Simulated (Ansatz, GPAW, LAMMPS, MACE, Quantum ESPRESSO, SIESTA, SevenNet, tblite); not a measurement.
# Quantum ESPRESSO runs on glassy 75SrO-25TiO2 (mol %) (63 atoms)

Wanted: Quantum ESPRESSO inputs and outputs for glassy 75SrO-25TiO2 (mol %) (63 atoms), checked against a plane-wave reference.

Program: Quantum ESPRESSO 7.5. Level of theory: the method is named at each step. Results are calculated unless marked as measured.

## Step 1: The starting structure

The cell holds 63 atoms: 21 Sr, 7 Ti and 35 O. Cell: a = 9.996 Å, b = 9.996 Å, c = 9.996 Å, α = 90.0°, β = 90.0°, γ = 90.0°. 63 atoms (21 Sr, 7 Ti, 35 O) placed at random at 4.92 g/cm³, melted at 4000 K for 10 ps at fixed volume with the Morse and Coulomb pair potential with partial charges (Pedone, Malavasi, Menziani, Cormack and Segre, J. Phys. Chem. B 110, 11780 (2006)). Quenched from 4000 K to 300 K at 25 K/ps and fixed volume, held 10 ps at zero pressure.

The yardstick, on the same geometry:

```
method                                           : Kohn-Sham DFT, PBE, PAW, plane waves (Ansatz 0.2.0); cutoff 420 eV, Γ point, fermi-dirac smearing of 0.05 eV; PAW set soft_2
r.m.s. force component                           : 0.6482 eV/Å
longest force                                    : 1.942 eV/Å
pressure                                         : -0.4079 GPa
gap (highest filled to lowest empty level) : 2.442 eV
SCF cycles                                       : 11
time                                             : 15 s on 4 threads of Arm Neoverse V1, shared host
CPU time                                         : 55 s
```

## Step 2: PBE, sssp-1.3.0-efficiency, 60/480 Ry

Method: Kohn-Sham DFT, PBE, SSSP efficiency 1.3.0 pseudopotentials, plane waves.

Contents of pw.in:

```
&control
  calculation = 'scf'
  pseudo_dir = './pseudo'
  outdir = './tmp'
  disk_io = 'none'
  tprnfor = .true.
  tstress = .true.
/
&system
  ibrav = 0
  nat = 63
  ntyp = 3
  ecutwfc = 60
  ecutrho = 480
  nosym = .true.
  occupations = 'smearing'
  smearing = 'fd'
  degauss = 0.003675
/
&electrons
  conv_thr = 3.2e-07
  electron_maxstep = 100
  mixing_beta = 0.4
  mixing_mode = 'plain'
  diagonalization = 'david'
/
ATOMIC_SPECIES
Sr 87.620 Sr.upf
Ti 47.867 Ti.upf
O 15.999 O.upf
CELL_PARAMETERS angstrom
9.99563 0.00000 0.00000
0.00000 9.99563 0.00000
0.00000 0.00000 9.99563
ATOMIC_POSITIONS crystal
Sr 0.54216 0.98106 0.82372
Sr 0.31353 0.73900 0.29700
Sr 0.22133 0.88627 0.96345
Sr 0.09509 0.02145 0.62835
Sr 0.50772 0.70281 0.63284
Sr 0.94436 0.19443 0.08505
Sr 0.89758 0.93236 0.98117
Sr 0.61939 0.37991 0.00781
Sr 0.06394 0.31607 0.77424
Sr 0.43323 0.40845 0.67705
Sr 0.31592 0.20471 0.91202
Sr 0.27422 0.09806 0.24117
Sr 0.41373 0.03922 0.54625
Sr 0.60527 0.08723 0.18109
Sr 0.55214 0.67787 0.03957
Sr 0.17286 0.35072 0.42752
Sr 0.77578 0.15843 0.43516
Sr 0.84889 0.57765 0.86444
Sr 0.68310 0.79359 0.36283
Sr 0.18170 0.65738 0.79520
Sr 0.06616 0.69289 0.51508
Ti 0.98901 0.93447 0.32002
Ti 0.79912 0.86764 0.66643
Ti 0.23012 0.48834 0.08497
Ti 0.95468 0.57244 0.21191
Ti 0.53050 0.42118 0.32881
Ti 0.75306 0.21425 0.78248
Ti 0.81129 0.48765 0.54197
O 0.94767 0.74288 0.27295
O 0.62147 0.92303 0.58910
O 0.79258 0.58374 0.12158
O 0.28718 0.58789 0.57503
O 0.88427 0.91282 0.50426
O 0.84964 0.33213 0.88563
O 0.63481 0.46080 0.47872
O 0.29222 0.66840 0.04574
O 0.51750 0.60589 0.30311
O 0.80314 0.98507 0.24242
O 0.47349 0.93245 0.32693
O 0.15012 0.88839 0.40837
O 0.65064 0.31056 0.24636
O 0.33664 0.86709 0.73756
O 0.41341 0.42192 0.14648
O 0.09223 0.08261 0.87545
O 0.76250 0.66979 0.58587
O 0.41294 0.03108 0.02723
O 0.71654 0.81738 0.83922
O 0.57996 0.54320 0.82762
O 0.79009 0.32074 0.62212
O 0.89994 0.49056 0.37656
O 0.15218 0.54539 0.26932
O 0.97350 0.81022 0.74939
O 0.56793 0.21756 0.76859
O 0.82315 0.06102 0.71232
O 0.25073 0.21561 0.64882
O 0.07693 0.96776 0.15917
[... 3 atom lines left out ...]
O 0.97218 0.50911 0.64601
O 0.42387 0.28181 0.40372
O 0.15950 0.30393 0.13928
O 0.26411 0.43848 0.90588
K_POINTS gamma
```

The run is started by

```
$ OMP_NUM_THREADS=1 mpirun -np 4 pw.x -in pw.in > output.txt
```

The program printed:

```text
Program PWSCF
     gamma-point specific algorithms are used
     one sub-group per band group will be used
     scalapack distributed-memory algorithm (size of sub-group:  2*  2 procs)
     Parallelization info
     sticks:   dense  smooth     PW     G-vecs:    dense   smooth      PW
     Min        3408    1702    424               299267   105876   13228
     Max        3413    1706    426               299268   105878   13234
     Sum       13637    6817   1701              1197071   423509   52923
     bravais-lattice index     =            0
     lattice parameter (alat)  =      18.8890  a.u.
     unit-cell volume          =    6739.4913 (a.u.)^3
     number of atoms/cell      =           63
     number of atomic types    =            3
     number of electrons       =       504.00
     number of Kohn-Sham states=          302
     kinetic-energy cutoff     =      60.0000  Ry
     charge density cutoff     =     480.0000  Ry
     scf convergence threshold =      3.2E-07
     mixing beta               =       0.4000
     number of iterations used =            8  plain     mixing
     Exchange-correlation= SLA  PW   PBX  PBC
                           (   1   4   3   4   0   0   0)
     crystal axes: (cart. coord. in units of alat)
               a(1) = (   1.000000   0.000000   0.000000 )
               a(2) = (   0.000000   1.000000   0.000000 )
               a(3) = (   0.000000   0.000000   1.000000 )
     reciprocal axes: (cart. coord. in units 2 pi/alat)
               b(1) = (  1.000000  0.000000  0.000000 )
               b(2) = (  0.000000  1.000000  0.000000 )
               b(3) = (  0.000000  0.000000  1.000000 )
     PseudoPot. # 1 for Sr:
     Pseudo is Ultrasoft + core correction, Zval = 10.0
     PseudoPot. # 2 for Ti:
     Pseudo is Ultrasoft + core correction, Zval = 12.0
     PseudoPot. # 3 for O :
     Pseudo is Projector augmented-wave + core cor, Zval =  6.0
     atomic species   valence    mass     pseudopotential
     Sr               10.00    87.62000     Sr( 1.00)
     Ti               12.00    47.86700     Ti( 1.00)
     O                 6.00    15.99900     O ( 1.00)
     No symmetry found
   Cartesian axes
     number of k points=     1  Fermi-Dirac smearing, width (Ry)=  0.0037
                       cart. coord. in units 2pi/alat
        k(    1) = (   0.0000000   0.0000000   0.0000000), wk =   2.0000000
     Dense  grid:   598536 G-vectors     FFT dimensions: ( 135, 135, 135)
     Smooth grid:   211755 G-vectors     FFT dimensions: (  96,  96,  96)
     Check: negative core charge=   -0.000003
     Initial potential from superposition of free atoms
     starting charge     496.2929, renormalised to     504.0000
     negative rho (up, down):  1.358E+00 0.000E+00
     Starting wfcs are  483 randomized atomic wfcs
     Self-consistent Calculation
     iteration #  1     ecut=    60.00 Ry     beta= 0.40
     negative rho (up, down):  1.346E+00 0.000E+00
     total energy              =   -3744.29414774 Ry
     estimated scf accuracy    <      59.37711957 Ry
     iteration #  2     ecut=    60.00 Ry     beta= 0.40
     negative rho (up, down):  1.345E+00 0.000E+00
     total energy              =   -3717.94962594 Ry
     estimated scf accuracy    <     591.58681135 Ry
     iteration #  3     ecut=    60.00 Ry     beta= 0.40
     negative rho (up, down):  1.349E+00 0.000E+00
     total energy              =   -3773.32812772 Ry
     estimated scf accuracy    <      24.92020445 Ry
     iteration #  4     ecut=    60.00 Ry     beta= 0.40
     negative rho (up, down):  1.354E+00 0.000E+00
     total energy              =   -3774.18889835 Ry
     estimated scf accuracy    <       7.43387861 Ry
     iteration #  5     ecut=    60.00 Ry     beta= 0.40
     negative rho (up, down):  1.368E+00 0.000E+00
     total energy              =   -3773.14869186 Ry
     estimated scf accuracy    <       3.63930463 Ry
     iteration #  6     ecut=    60.00 Ry     beta= 0.40
[...]
total energy              =   -3773.50715319 Ry
     estimated scf accuracy    <       1.78975406 Ry
[...]
total energy              =   -3773.63950936 Ry
[...]
iteration # 16     ecut=    60.00 Ry     beta= 0.40
[...]
total energy              =   -3773.63951192 Ry
     estimated scf accuracy    <       0.00000393 Ry
     iteration # 17     ecut=    60.00 Ry     beta= 0.40
[...]
total energy              =   -3773.63951259 Ry
     estimated scf accuracy    <       0.00000063 Ry
     iteration # 18     ecut=    60.00 Ry     beta= 0.40
     negative rho (up, down):  1.391E+00 0.000E+00
     End of self-consistent calculation
          k = 0.0000 0.0000 0.0000 ( 26462 PWs)   bands (ev):
   -48.6442 -48.4160 -48.2517 -48.1641 -48.1063 -47.8586 -47.7061 -26.1114
   -26.0343 -25.9205 -25.7688 -25.7265 -25.6612 -25.6414 -25.5718 -25.4983
   -25.4343 -25.3266 -25.3189 -25.2932 -25.2708 -25.0592 -25.0213 -24.9679
   -24.9543 -24.9255 -24.9245 -24.8618 -24.8314 -24.7844 -24.7449 -24.7018
   -24.6885 -24.6611 -24.6581 -24.6342 -24.5201 -24.4770 -24.4605 -24.4386
   -24.4025 -24.3921 -24.3702 -24.3145 -24.1681 -24.1329 -24.0882 -24.0095
[...]
12.0468  12.0631  12.1723  12.2416  12.2571  12.2748  12.3465  12.4434
    12.4588  12.5206  12.5357  12.5670  12.6275  12.6638  12.7341  12.8568
    12.8941  12.9144  12.9944  13.0399  13.0783  13.0984  13.1458  13.1958
    13.2480  13.4039  13.4211  13.4849  13.5253  13.5650
     the Fermi energy is     9.4971 ev
!    total energy              =   -3773.63951266 Ry
     estimated scf accuracy    <       0.00000024 Ry
     smearing contrib. (-TS)   =      -0.00000000 Ry
     internal energy E=F+TS    =   -3773.63951266 Ry
     The total energy is F=E-TS. E is the sum of the following terms:
     one-electron contribution =   -1213.24924576 Ry
     hartree contribution      =     860.10627830 Ry
     xc contribution           =    -773.23763535 Ry
     ewald contribution        =   -2314.18190907 Ry
     one-center paw contrib.   =    -333.07700078 Ry
     convergence has been achieved in  18 iterations
     negative rho (up, down):  1.391E+00 0.000E+00
     Forces acting on atoms (cartesian axes, Ry/au):
     atom    1 type  1   force =     0.03561119    0.00094182    0.03717418
     atom    2 type  1   force =     0.00044011   -0.03063012   -0.00403904
     atom    3 type  1   force =     0.01721386    0.05025806    0.02058686
     atom    4 type  1   force =    -0.03228551   -0.02117272    0.01638479
     atom    5 type  1   force =     0.01850441   -0.01438494    0.00992648
     atom    6 type  1   force =     0.03974404    0.05258604    0.03685134
[...]
atom   61 type  3   force =    -0.03842281   -0.00632004    0.01252166
     atom   62 type  3   force =     0.00497502   -0.02460650   -0.01312833
     atom   63 type  3   force =    -0.02897004   -0.00715202   -0.06309619
     Total force =     0.346042     Total SCF correction =     0.001033
     Computing stress (Cartesian axis) and pressure
     negative rho (up, down):  1.391E+00 0.000E+00
          total   stress  (Ry/bohr**3)                   (kbar)     P=       -6.35
  -0.00013767   0.00008638  -0.00002485          -20.25       12.71       -3.66
   0.00008638   0.00008696   0.00004208           12.71       12.79        6.19
  -0.00002485   0.00004208  -0.00007886           -3.66        6.19      -11.60
     Message from routine punch:
     Nothing written, as per user request (disk_io='none')
```

The job ended after 3.6 min (4 MPI ranks of Arm Neoverse V1, shared host; peak memory 3.1 GiB).

Banners, paths, timers and routine set-up lines are dropped from the logs unmarked, and long logs keep their key lines alone; longer cuts are marked.

Against the reference:

- r.m.s. force component: 0.6472 eV/Å
- r.m.s. difference of force components: 2.415 meV/Å
- longest difference of force vectors: 9.56 meV/Å
- force difference over r.m.s. force: 0.3726 %
- slope of forces against the reference's: 0.9984
- correlation of force components: 1
- gap (highest filled to lowest empty level): 2.438 eV
- gap difference: -0.0046 eV
- pressure: -0.6353 GPa
- pressure difference: -0.2274 GPa

Length of the force difference by element (eV/Å):

```csv
element,atoms,mean,most
O,35,0.004,0.0096
Sr,21,0.0018,0.0032
Ti,7,0.0055,0.009
```

Levels nearest the highest filled one (eV from it): -0.83, -0.81, -0.79, -0.77, -0.71, -0.68, -0.62, -0.61, -0.43, -0.40, -0.37, 0.00, 2.44, 2.47, 2.56, 2.61, 2.82, 2.85, 2.89, 2.91, 3.02, 3.08, 3.11, 3.18.

Local excerpt of 11 atoms (numbers count through the whole input) about O39, picked at random; x, y, z are measured from there.

```csv
atom,x,y,z,distance (Å),bonds,Fx,Fy,Fz (eV/Å)
O39,0.00,0.00,0.00,0.00,5,-0.42,0.33,0.08
Sr14,1.32,1.55,-1.46,2.50,5,-1.19,-0.42,-0.84
Sr13,-0.60,1.07,2.19,2.51,6,0.37,0.33,-0.81
Sr2,-1.60,-1.93,-0.30,2.53,6,0.01,-0.79,-0.10
Sr19,2.10,-1.39,0.36,2.54,7,0.71,-0.44,0.13
Sr12,-1.99,1.66,-0.86,2.73,7,-0.39,0.20,-0.15
O30,1.48,-0.09,2.62,3.01,6,-0.06,-0.32,0.26
O46,-0.61,0.99,-3.00,3.21,5,-0.59,-0.54,0.53
O37,0.44,-3.26,-0.24,3.30,4,-0.09,1.63,-0.37
O40,-3.23,-0.44,0.81,3.36,5,0.92,0.45,0.79
O38,3.30,0.53,-0.84,3.44,6,0.38,-0.02,-0.22
```

Forces lie 0.37 % from the reference's, at 16 times its CPU time.

## Step 3: PBE+D3(BJ), sssp-1.3.0-efficiency, 60/480 Ry

Method: Kohn-Sham DFT, PBE+D3(BJ), SSSP efficiency 1.3.0 pseudopotentials, plane waves.

pw.in: that of step 2 with these lines changed.

```diff
@@ -18,2 +18,5 @@
   degauss = 0.003675
+  vdw_corr = 'dft-d3'
+  dftd3_version = 4
+  dftd3_threebody = .false.
 /
```

The program printed:

```text
[banner, memory and clock lines left out]
Program PWSCF
     gamma-point specific algorithms are used
     one sub-group per band group will be used
     bravais-lattice index     =            0
[... lines left out ...]
     total energy              =   -3745.35278070 Ry
[... lines left out ...]
     total energy              =   -3719.00825889 Ry
[... lines left out ...]
     total energy              =   -3774.38676068 Ry
[... lines left out ...]
     total energy              =   -3774.69814488 Ry
[... lines left out ...]
     total energy              =   -3774.69814555 Ry
[... lines left out ...]
     the Fermi energy is     9.4971 ev
!    total energy              =   -3774.69814561 Ry
[... lines left out ...]
     The total energy is F=E-TS. E is the sum of the following terms:
     one-electron contribution =   -1213.24924576 Ry
     hartree contribution      =     860.10627830 Ry
     xc contribution           =    -773.23763535 Ry
     ewald contribution        =   -2314.18190907 Ry
     DFT-D3 Dispersion         =      -1.05863296 Ry
     one-center paw contrib.   =    -333.07700078 Ry
     convergence has been achieved in  18 iterations
     negative rho (up, down):  1.391E+00 0.000E+00
     Forces acting on atoms (cartesian axes, Ry/au):
     atom    1 type  1   force =     0.03589960    0.00089427    0.03687736
     atom    2 type  1   force =     0.00004062   -0.03091056   -0.00410066
     atom    3 type  1   force =     0.01662005    0.04982080    0.02084491
[...]
atom   62 type  3   force =     0.00496582   -0.02452972   -0.01324438
     atom   63 type  3   force =    -0.02898269   -0.00706701   -0.06289322
     Total force =     0.345533     Total SCF correction =     0.001033
     Computing stress (Cartesian axis) and pressure
     negative rho (up, down):  1.391E+00 0.000E+00
          total   stress  (Ry/bohr**3)                   (kbar)     P=      -29.63
  -0.00029524   0.00008595  -0.00002435          -43.43       12.64       -3.58
   0.00008595  -0.00007204   0.00004151           12.64      -10.60        6.11
  -0.00002435   0.00004151  -0.00023699           -3.58        6.11      -34.86
     Message from routine punch:
     Nothing written, as per user request (disk_io='none')
```

Elapsed: 3.6 min, on 4 MPI ranks; peak memory 3.1 GiB.

Against the reference:

```yaml
r_m_s_force_component: 0.6462 eV/Å
r_m_s_difference_of_force_components: 6.928 meV/Å
longest_difference_of_force_vectors: 23.61 meV/Å
force_difference_over_r_m_s_force: 1.069 %
slope_of_forces_against_the_reference_s: 0.9969
correlation_of_force_components: 1
spacing_of_highest_filled_and_lowest_empty_level: 2.438 eV
gap_difference: -0.0046 eV
pressure: -2.963 GPa
pressure_difference: -2.555 GPa
```

Against the first run (0.37 %), the force difference from the reference is 1.1 %, at 1.0 times the CPU time; the model has changed, so this is no error of the program alone.

## Step 4: All runs compared

Differences are against the plane-wave reference, forces as r.m.s. over components; share is that over the reference's r.m.s. force, slope the least-squares factor from reference forces to these. Total energies of different programs have different zeros and aren't compared.

```csv
run,"Δ force, r.m.s. (meV/Å)",share (%),slope,Δ pressure (GPa),Δ gap (eV),cores,CPU time,memory (GiB)
reference,-,-,-,-,-,4,55 s,1.2
"QE PBE, sssp-1.3.0-efficiency, 60/480 Ry",2.42,0.373,0.998,-0.227,-0.0046,4,14 min,3.1
"QE PBE+D3(BJ), sssp-1.3.0-efficiency, 60/480 Ry",6.93,1.07,0.997,-2.56,-0.0046,4,14 min,3.1
```

CPU time is summed over cores on a shared host, where runs went side by side, so it is rough. Symmetry, cutoffs, thresholds, outputs and thread counts weren't matched or tuned between programs; memory under MPI is the largest rank's times the ranks.

## Step 5: Summary of results

```
nearest in forces : QE PBE, sssp-1.3.0-efficiency, 60/480 Ry, 0.37 %
its CPU time      : 14 min
```

**Reading.** PBE on plane waves or a grid with other potentials, cutoffs or grids differs from the reference by 0.37 % (QE PBE, sssp-1.3.0-efficiency, 60/480 Ry) of the r.m.s. force; this holds the reference's own error, so differences of a few per cent don't tell which side is nearer the exact PBE result (QE's 60 Ry are 816 eV, against the reference's 420 eV). Rows with another functional or a dispersion term differ by 1.1 % (QE PBE+D3(BJ), sssp-1.3.0-efficiency, 60/480 Ry), which mixes the change of model with differences of basis and potentials. None of the electronic-structure runs in the table takes under half the reference's CPU time of 55 s; they take 16 to 16 times as much. PBE gaps agree with the reference's 2.44 eV within 0.005 eV. The quench rate of 25 K/ps is many orders above laboratory rates, so the cell is likely richer in defects and strain than a real sample. The network of bonds at the start is that of the classical potential that made the cell, and needn't be the one that DFT or experiment would give. The reference's stress is far from hydrostatic: its diagonal is -1.8, 1.5, -0.9 GPa, compression counted positive. The electronic-structure runs sample only Γ, in a cell whose shortest periodic width is 10 Å.

[Also dropped from logs without a mark: logging warnings of Python, and SIESTA's first energy breakdown and zero terms.]

[Logs are printed without paths, hosts, clocks, repeated set-up lines and the standing remarks that a program may print on its own settings, such as how far it seeks lower states.]

[Hosts, paths, dates, database ids (printed as entryN), source tags and the programs' standing remarks are cut or masked in the printed files.]
